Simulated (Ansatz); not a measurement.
# How AgCl (Chlorargyrite, Fm-3m) expands on warming, part 3 of 3

Aim: the lattice, expansion, heat capacity and bulk modulus of AgCl (Chlorargyrite) as it warms.

Measurements to reproduce:
- volume expansion coefficient 98.7 1e-6/K near room temperature (given in “Descriptors for thermal expansion in solids”, 2017, arXiv:1701.03966)
- heat capacity C_P per formula unit 53 J/mol/K near room temperature (given in “High-Throughput Prediction of Finite-Temperature Properties using the Quasi-Harmonic Approximation”, 2016, arXiv:1603.06924)

Ansatz 0.2.0; DFT RPBE, scalar-relativistic, plane waves, PAW.

So far. Step 2 (A first coarse run): The start is under 7.2 GPa at this level and looks like an insulator or semiconductor on this mesh. Step 5 (Tight relaxation): The residual pressure is -0.0045 GPa, small enough for phonons. The relaxed cell has a = 5.769 Å (conventional setting).

The database entry behind the starting cell differs from later determinations by our own check (an axis about 1.4 % short against later determinations), so it need not match the best structure at ambient conditions.

**7. Phonons of the refused cell**

The study refused this cell, so its phonons are run alone to see which modes are imaginary.

File input.yaml:

```yaml
crystal:
  lattice:
    - [0.0, 2.8843977927, 2.8843977927]
    - [2.8843977927, 0.0, 2.8843977927]
    - [2.8843977927, 2.8843977927, 0.0]
  atoms:
    - { symbol: Ag, position: [0.0, 0.0, 0.0] }
    - { symbol: Cl, position: [0.5, 0.5, 0.5] }
kpoints:
  mp_grid: { grid: [8, 8, 8] }
hamiltonian:
  xc: rpbe
scf:
  occupations: { method: fixed }
output:
  eigenvalues: true
phonons:
  method: dfpt
  dielectric: true
  rigid_motions: translations
  qmesh: [2, 2, 2]
  temperatures: { t_max: 1000, t_step: 50 }
  qpath:
    path:
      - [[0.0, 0.0, 0.0], [0.5, 0.0, 0.5], [0.625, 0.25, 0.625]]
      - [[0.375, 0.375, 0.75], [0.0, 0.0, 0.0], [0.5, 0.5, 0.5], [0.5, 0.25, 0.75], [0.5, 0.0, 0.5]]
    npoints: 10
```

Run with:

```sh
ansatz run input.yaml --threads 2 --pin off --max-ram 5120MiB --backend cpu --events-out ev --progress --plain --runs-dir out
```

Numbers of over 12 decimals in the logs are rounded to 6 here.

Log:

```text
[...]
Crystal: 2 atoms, lattice volume = 47.995 Å³
Basis set: ecut = 420 eV, 941 PW (Γ), exchange–correlation on 60×60×60 points (8 copies of the dense FFT grid, shifted against one another)
Bands: 17, of which v1, the nominal top of the filled ones, is band 13 counted from 1 (12 counted from 0)
Symmetry: 48 space group operations
k-points: 59 of 512 (irreducible under 8 space group operations, time reversal used)
[...]
SCF iter   1: F=—  HF=-8682.704337 eV  |F-HF|=—  |Δ(HF+E_count)|=         —  Δρ=4.82e-3  dr2=1.17e-2  ethr=1.77e-3  ⟨swp⟩=4.7  Hψ=4148  notcnv=0  defer=108
[...]
SCF iter   8: F=-8682.702571 eV  HF=-8682.702571 eV  |F-HF|=1.82e-12  |Δ(HF+E_count)|=  4.95e-10  Δρ=6.68e-8  dr2=2.33e-12  ethr=1.00e-12  ⟨swp⟩=8.3  Hψ=5716  notcnv=0
SCF 1 converged in 8 iterations: F = -8682.702571 eV  dr2 = 2.33e-12
[...]
DFPT response loops at Γ: preconditioner auto → none (the input reference at scf.mixing.eps_inf says where Resta's filter doesn't serve); β = 0.50; Broyden in place of MSR1
── the response to a field inside a basis, on 8×8×8 k-points: an SCF that follows is theirs, and a resumed run solves both again ──
Bands: 14, of which v1, the nominal top of the filled ones, is band 13 counted from 1 (12 counted from 0)
k-points: 60 of 512 (irreducible under 12 space group operations)
[...]
Eigensolver: Dense (60 Hₖ)
SCF iter   1: F=—  HF=-8682.698888 eV  |F-HF|=—  |Δ(HF+E_count)|=         —  Δρ=3.95e-4  dr2=8.18e-6  ethr=1.00e-1
[...]
SCF iter   4: F=-8682.698913 eV  HF=-8682.698913 eV  |F-HF|=2.50e-9  |Δ(HF+E_count)|=   1.93e-7  Δρ=1.04e-5  dr2=2.70e-8  ethr=6.99e-9
SCF 1 converged in 4 iterations: F = -8682.698913 eV  dr2 = 2.70e-8
[...]
NSCF: frozen V_eff on 29 k-points
[...]
DFPT response loops at q = (0, 0, -0.5) (fractional): preconditioner auto → Resta (q_TF=auto, 2.463 Å⁻¹)  ε∞=7.2 (no band partly filled); β = 1.00, the filter's whole step (`scf.mixing.beta` (0.50) is not read by the response loops at its default; to damp them type it under 1.00, their step now; it binds the ground state too); Broyden in place of MSR1
[...]
SCF converged after 8 iterations
Free energy (F): -8682.702571 eV
[...]
Internal energy: -8682.702571 eV  (E = F + TS)
E sigma→0 (E₀):  -8682.702571 eV
Fermi energy:    6.358064 eV
[...]
--- Band table (eV; the first three rows and the last of 59) ---
  k-point 0: bands = [... 9 lower, 4.3879, 4.5113, 4.5113, 4.5113, 7.5254, 17.2276, 17.2276, 17.2276]
  k-point 1: bands = [... 9 lower, 4.3925, 4.5963, 5.1102, 5.1102, 8.1442, 15.9859, 16.8673, 16.8673]
  k-point 2: bands = [... 9 lower, 4.4826, 4.7051, 5.7260, 5.7260, 9.3591, 14.3206, 15.6337, 15.6337]
  k-point 58: bands = [... 9 lower, 4.7023, 4.7071, 4.7071, 5.4391, 10.5171, 14.3808, 14.3808, 14.4397]
--- Phonons (Γ-DFPT): 2 representative perturbations + reference, on 59 of 512 k-points (Σ response iterations 7) ---
  k mesh reduced under 8 symmetry operations, with k and −k counted as one. Each operation leaves every solved perturbation unchanged. A smaller set is not considered because the run solves the response to a homogeneous field
  ASR residual: 4.960e-5 → 0.000e0 eV/Å²; symmetrization residual: 8.068e-6 eV/Å²
  ASR residual per site (eV/Å²): 4.53e-5 4.96e-5
  Γ frequencies (cm⁻¹): 0.00 0.00 0.00 61.41 61.41 61.41
  ε∞ (high-frequency dielectric tensor):
        4.526900    -0.000000     0.000000
       -0.000000     4.526900    -0.000000
        0.000000    -0.000000     4.526900
  ε⁰ (static dielectric tensor: ions relaxed, cell fixed):
       26.908310     0.000000     0.000000
        0.000000    26.908310    -0.000000
        0.000000    -0.000000    26.908310
  ε⁰ − ε∞ (ionic part):
       22.381410     0.000000     0.000000
        0.000000    22.381410    -0.000000
        0.000000    -0.000000    22.381410
  softest optical mode at Γ: 61.41 cm⁻¹; the repairs (sum rule, projections) moved no ω² at Γ by more than (0.87 cm⁻¹)²
  Born effective charges Z* (e; rows j = field, columns β = displacement):
    site 0:
         1.48216   -0.00000    0.00000
         0.00000    1.48216   -0.00000
         0.00000    0.00000    1.48216
    site 1:
        -1.48216    0.00000   -0.00000
        -0.00000   -1.48216    0.00000
        -0.00000   -0.00000   -1.48216
  Z* charge neutrality: 6.745e-4 e pre-enforcement
  solved inside a basis spanned on kpoints, on 8×8×8 k-points, its susceptibility summed on 12×12×12: ε∞ is read to err by 1.1e-2, Z* by 2.0e-2 e (field_mesh: kpoints solves on kpoints); Z* is corrected for what the basis lacks
  optical modes at Γ without the LO–TO term, one row a degenerate level:
      ω (cm⁻¹)  modes    IR ((D/Å)²/amu)
         61.41      3             5.6985
  optical modes at Γ + LO–TO along q̂ = [1.0000, 0.0000, 0.0000]:
      ω (cm⁻¹)  modes    IR ((D/Å)²/amu)
         61.41      2             3.7990
        149.73      1             1.8995
  optical modes at Γ + LO–TO along q̂ = [0.0000, 1.0000, 0.0000]:
      ω (cm⁻¹)  modes    IR ((D/Å)²/amu)
         61.41      2             3.7990
        149.73      1             1.8995
  optical modes at Γ + LO–TO along q̂ = [0.0000, 0.0000, 1.0000]:
      ω (cm⁻¹)  modes    IR ((D/Å)²/amu)
         61.41      2             3.7990
        149.73      1             1.8995
--- Phonons (arbitrary-q DFPT): 3 irreducible q on the 2×2×2 mesh ---
  q = [0.0000, 0.0000, 0.0000] (star 1, of the zone-centre solve; hermiticity 4.36e-5, symmetrization 4.86e-12): -0.00 -0.00 0.00 61.41 61.41 61.41
  q = [0.0000, 0.0000, -0.5000] (star 4, 2 solved perturbations on 150 of 512 k-point pairs; hermiticity 1.62e-13, symmetrization 9.73e-12): -43.71 -43.71 41.27 41.27 84.82 161.07
  q = [0.0000, -0.5000, -0.5000] (star 3, 4 solved perturbations in 308 linear systems a pass and spin channel, the states on 95 of 512 k-point pairs; hermiticity 7.33e-6, symmetrization 7.23e-13): 31.79 31.79 45.39 103.41 103.41 142.14
  sum rule: each row above includes the acoustic sum rule's correction from the zone centre's row sums; it moved no ω² by more than (0.62 cm⁻¹)²
  mesh force constants: q→R imaginary residual 2.64e-17; ASR residual 4.960e-5 → 0.000e0 eV/Å²; symmetrization residual 1.110e-15 eV/Å²
  interpolated dispersion: 63 rows × 6 modes
  density of states and harmonic sums: on the 20×20×20 q-mesh, interpolated from the force constants of a 2×2×2 supercell (with the dipole–dipole term)
  largest difference from the sums on the solved wave vectors: F 2.66e-1 eV, S 3.56e-4 and C_V 8.98e-5 eV/K
  zero-point energy: 0.024804 eV/cell   skipped modes (ω ≤ 0): 98, of them read as no rigid motion or as one in doubt: 95 (3.320e-1 modes/cell left out, lowest -43.71 cm⁻¹)   left out of the sums: 5.54e-2 of the cell's modes: C_V's classical limit lies that fraction below 3 k_B per atom; for a crystal, a wire or a layer, F and S can be off by more, and a phonons.interpolated_qmesh denser along its periods is the remedy for the sampling
```

Run time: 57 s. Hardware: 2 threads of Arm Neoverse V1, shared host; peak memory 0.66 GiB; 1.9 min of CPU time.

This step gave:

* Γ frequencies: 0, 0, 0, 61.41, 61.41, 61.41 cm⁻¹ (negative: imaginary)
* lowest frequency on the path: -43.71 cm⁻¹
* point group: m-3m
* highest frequency: 161.1 cm⁻¹

ε∞:

```
4.53 0.00 0.00
0.00 4.53 0.00
0.00 0.00 4.53
```

Born charge (rows field, columns displacement) (e), principal values of the symmetric part by kind of site:

| atom | atoms with these values | low | middle | high | mean |
| --- | --- | --- | --- | --- | --- |
| Ag1 | 1 | 1.48 | 1.48 | 1.48 | 1.48 |
| Cl2 | 1 | -1.48 | -1.48 | -1.48 | -1.48 |

In full for Ag1:

```
1.48 0.00 0.00
0.00 1.48 0.00
0.00 0.00 1.48
```

ε₀ (ions relaxed, fixed cell):

```
26.91  0.00  0.00
 0.00 26.91  0.00
 0.00  0.00 26.91
```

LO-TO term included. The phonon branches at the labelled points (cm⁻¹):

| point | branch 1 | branch 2 | branch 3 | branch 4 | branch 5 | branch 6 |
| --- | --- | --- | --- | --- | --- | --- |
| Γ | 0 | 0 | 0 | 61 | 61 | 150 |
| halfway | 29 | 29 | 59 | 76 | 76 | 134 |
| X | 32 | 32 | 45 | 103 | 103 | 142 |
| halfway | 30 | 40 | 46 | 97 | 108 | 138 |
| U | 26 | 46 | 54 | 80 | 120 | 126 |
| jump to K | 26 | 46 | 54 | 80 | 120 | 126 |
| halfway | -28 | 33 | 33 | 65 | 77 | 147 |
| Γ | 0 | 0 | 0 | 61 | 61 | 150 |
| halfway | -11 | -11 | 44 | 44 | 62 | 155 |
| L | -44 | -44 | 41 | 41 | 85 | 161 |
| halfway | 24 | 33 | 58 | 69 | 81 | 146 |
| W | 43 | 43 | 47 | 97 | 117 | 117 |
| halfway | 36 | 40 | 46 | 100 | 106 | 134 |
| X | 32 | 32 | 45 | 103 | 103 | 142 |

The phonon branches as a text plot (rows in cm⁻¹):

```
    157 |                                  **********
    148 |***                    ***********          **
    140 |   ***   ******     ***                       *      ***
    131 |      ***      ** **                           *   **
    123 |                 *                              * *
    114 |               ** *                             ***
    106 |           ****    *                           *   *****
     97 |         **   *     **                        * ******
     89 |        *      *      *                 *
     80 |      **        **     *             *** ***** *
     72 |    **             **** *           *        *
     63 |****  **          *    * *******   *        * **
     54 |    **  ***     ** *    *  *    ***         **  *
     46 |   *       ***********   **       **     ***    ********
     37 |             **       * *        *  ******    ***  ****
     29 |  * **************     **  *    *           ***       **
     20 |   *              *      ** *              * *
     12 | **                        *   ****
      3 |**                       *******
     -5 |
    -14 |                   *    *          *        *
    -22 |                    **              *     *
    -31 |                      **             *     *
    -39 |                                      *****
         Γ           X  U|K            Γ         L        W     X
```

The phonon density of states has structure finer than the step of the table below, so its rows give means over 10 cm⁻¹, whole bins alone (the curve runs from -43 to 161 cm⁻¹). Peaks (cm⁻¹: height): 39.0: 0.109, 57.0: 0.0645, 69.0: 0.0803, 137.0: 0.0555.

Tetrahedra on 20 20 20, mean over bins of 2 cm⁻¹. Phonon density of states against wavenumber; means over each step:

| wavenumber (cm⁻¹) | phonon density of states (1/cm⁻¹/cell) |
| --- | --- |
| -30 | 0.0103 |
| -20 | 0.00846 |
| -10 | 0.00673 |
| 0 | 0.00734 |
| 10 | 0.0136 |
| 20 | 0.0239 |
| 30 | 0.0656 |
| 40 | 0.0936 |
| 50 | 0.0504 |
| 60 | 0.0545 |
| 70 | 0.0558 |
| 80 | 0.0423 |
| 90 | 0.0257 |
| 100 | 0.0215 |
| 110 | 0.0144 |
| 120 | 0.00355 |
| 130 | 0.0162 |
| 140 | 0.0429 |
| 150 | 0.0322 |

No LO-TO term. The modes at Γ (shares of kinetic energy by element, %):

| mode | frequency (cm⁻¹) | symmetry | Ag % | Cl % |
| --- | --- | --- | --- | --- |
| 1 | 0.0 | T1u | 75 | 25 |
| 2 | 0.0 | T1u | 75 | 25 |
| 3 | 0.0 | T1u | 75 | 25 |
| 4 | 61.4 | T1u | 25 | 75 |
| 5 | 61.4 | T1u | 25 | 75 |
| 6 | 61.4 | T1u | 25 | 75 |

Displacements in mode 6 (61.4 cm⁻¹), the largest set to 1:
```
Ag1 -0.13 -0.33 -0.05
Cl2  0.39  1.00  0.15
```

Lowest modes at the softest wavevector of the mesh; phase exp(i q.(R + tau)). Modes at q = (0.000, 0.000, 0.500), with each element's share of the kinetic energy (negative means imaginary):

| mode | frequency (cm⁻¹) | Ag % | Cl % |
| --- | --- | --- | --- |
| 1 | -43.7 | 0 | 100 |
| 2 | -43.7 | 0 | 100 |
| 3 | 41.3 | 100 | 0 |
| 4 | 41.3 | 100 | 0 |
| 5 | 84.8 | 100 | 0 |
| 6 | 161.1 | 0 | 100 |

Displacements in mode 2 (-43.7 cm⁻¹), the largest set to 1, in the home cell:
```
Ag1  0.00  0.00  0.00
Cl2  0.61 -1.00 -0.39
```

Displacements in mode 6 (161.1 cm⁻¹), the largest set to 1, in the home cell:
```
Ag1  0.00  0.00  0.00
Cl2  1.00  1.00 -1.00
```

The modes has structure finer than the step of the table below, so its rows give means over 10 cm⁻¹, whole bins alone (the curve runs from -53.3 to 176 cm⁻¹). Peaks (cm⁻¹: height): Ag 37.5: 0.0968, 69.2: 0.0457; Cl -21.6: 0.0107, 77.8: 0.0280, 92.2: 0.0247, 138.3: 0.0469.

Phonopy on the run's constants, 17x17x17 mesh, Gaussian sigma 2.0 cm⁻¹. Modes against wavenumber; means over each step; values in 1/cm⁻¹/cell:

| wavenumber (cm⁻¹) | Ag | Cl |
| --- | --- | --- |
| -40 | 1.2e-4 | 0.00474 |
| -30 | 7.5e-4 | 0.0101 |
| -20 | 0.00171 | 0.00898 |
| -10 | 0.00128 | 0.00375 |
| 0 | 0.00107 | 0.00145 |
| 10 | 0.00619 | 0.00642 |
| 20 | 0.0154 | 0.0111 |
| 30 | 0.0541 | 0.0125 |
| 40 | 0.0837 | 0.00934 |
| 50 | 0.0378 | 0.0138 |
| 60 | 0.0348 | 0.0194 |
| 70 | 0.0358 | 0.0198 |
| 80 | 0.0184 | 0.0230 |
| 90 | 0.00302 | 0.0234 |
| 100 | 0.00144 | 0.0201 |
| 110 | 6.7e-4 | 0.0133 |
| 120 | 1.5e-4 | 0.00500 |
| 130 | 2.5e-4 | 0.0168 |
| 140 | 0.00113 | 0.0400 |
| 150 | 0.00211 | 0.0294 |
| 160 | 2.1e-4 | 0.00763 |
| 170 | 0 | 1.8e-5 |

Lorentz oscillators from the run's modes, damping 2 % of each frequency (typed, at least 3 cm⁻¹). Reflectivity, E along x against wavenumber; read off at these points:

| wavenumber (cm⁻¹) | reflectivity, E along x |
| --- | --- |
| 5 | 0.459 |
| 10 | 0.462 |
| 15 | 0.467 |
| 20 | 0.475 |
| 25 | 0.486 |
| 30 | 0.5 |
| 35 | 0.518 |
| 40 | 0.542 |
| 45 | 0.574 |
| 50 | 0.62 |
| 55 | 0.689 |
| 60 | 0.820 |
| 65 | 0.938 |
| 70 | 0.955 |
| 75 | 0.960 |
| 80 | 0.962 |
| 85 | 0.962 |
| 90 | 0.962 |
| 95 | 0.96 |
| 100 | 0.957 |
| 105 | 0.954 |
| 110 | 0.950 |
| 115 | 0.944 |
| 120 | 0.936 |
| 125 | 0.925 |
| 130 | 0.909 |
| 135 | 0.884 |
| 140 | 0.840 |
| 145 | 0.745 |

The lowest solved frequency is -43.7 cm⁻¹, so the cell is unstable here and gives no valid free energy.

**8. What came out**

| Property | Result |
| --- | --- |
| lowest frequency at the solved wavevectors | -43.7 cm⁻¹ |

With imaginary harmonic modes at the relaxed cell the quasi-harmonic free energy is undefined, so no expansion is obtained for this phase at this level. The softest solved mode is 44i cm⁻¹ at q = (0, 0, -0.5), and 1 of 3 solved wavevectors carry a mode beyond 8i cm⁻¹. The starting cell comes from a crystallographic database, so the instability may belong to the level of theory or to the 0 K harmonic picture and not to the crystal; this functional changes the volume by +17 % against that cell. The q-mesh is coarse, so only a few wavevectors were solved. The PAW files were made for PBE and are used here under another functional, for which the program regenerates the frozen cores. The cell of these runs is 17 % larger in volume than the database cell, so they may describe another state of the crystal than the one measured.

[Logs are printed without paths, hosts, clocks, repeated set-up lines and the standing remarks that a program may print on its own settings, such as how far it seeks lower states.]

[Hosts, paths, dates, database ids (printed as entryN), source tags and the programs' standing remarks are cut or masked in the printed files.]

[A step with changed settings may run another functional than the one named; its input shows which.]
